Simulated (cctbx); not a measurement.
# Ti2BiAs2: precision against data quality

Space group I4/mmm (no. 139), a = 4.1860 Å, b = 4.1860 Å, c = 10.7530 Å, α = 90.00°, β = 90.00°, γ = 90.00°.

| atom | mult. | x | y | z | Ueq (Å²) |
| --- | --- | --- | --- | --- | --- |
| Bi1 | 2 | 0 | 0 | 0 | 0.0030 |
| As1 | 4 | 1/2 | 1/2 | 0.1390 | 0.0058 |
| Ti1 | 4 | 1/2 | 0 | 1/4 | 0.0049 |

The model is made up (kin elements in a known structure type, no relaxation), so it says nothing on whether the phase exists.

Five simulated data sets (cctbx; Ag Kα, λ = 0.56087 Å; 6 % proportional error) differ in resolution or exposure (noise floor 2 counts in the first three, 8 in the last two). Each is refined with the right model, isotropic at 1.1 Å and anisotropic otherwise. How do the figures of merit and the uncertainties move?

| d min (Å) | top counts | ⟨I/σ⟩ (unmerged, absences included) | unique | param. (scale apart) | Rint | R1 | GooF | largest s.u. xyz (fractional) | s.u. U of Ti1 (Å²) | largest error (Å) |
| --- | --- | --- | --- | --- | --- | --- | --- | --- | --- | --- |
| 1.1 | 20000 | 7.6 | 35 | 4 | 0.047 | 0.0112 | 0.94 | 0.00014 | 0.0007 | 0.0006 |
| 0.84 | 20000 | 7.1 | 66 | 7 | 0.043 | 0.0106 | 0.91 | 0.00008 | 0.0004 | 0.0006 |
| 0.6 | 20000 | 7.0 | 161 | 7 | 0.046 | 0.0098 | 0.86 | 0.00004 | 0.0002 | 0.0002 |
| 0.75 | 300 | 1.8 | 90 | 7 | 0.179 | 0.0351 | 0.86 | 0.00031 | 0.0019 | 0.0025 |
| 0.75 | 3000 | 5.1 | 90 | 7 | 0.058 | 0.0130 | 0.85 | 0.00008 | 0.0005 | 0.0012 |

The number of reflections grows roughly as 1/d³: 35, 66 and 161 here. R1 follows the noise rather than the truth: at 300 counts it is 0.0351, at 3000 counts 0.0130, while GooF is 0.86 and 0.85: the weights 1/σ² carry the noise. The s.u. of U (U11 where anisotropic) for Ti1 goes 0.0007, 0.0004, 0.0002 Å² with resolution and 0.0019, 0.0005 Å² with exposure.

Hardware for the 0.6 Å refinement: 0.41 s on 1 thread of AMD EPYC 7B13 (Zen 3), with other jobs on the host, peak memory 0.09 GiB.
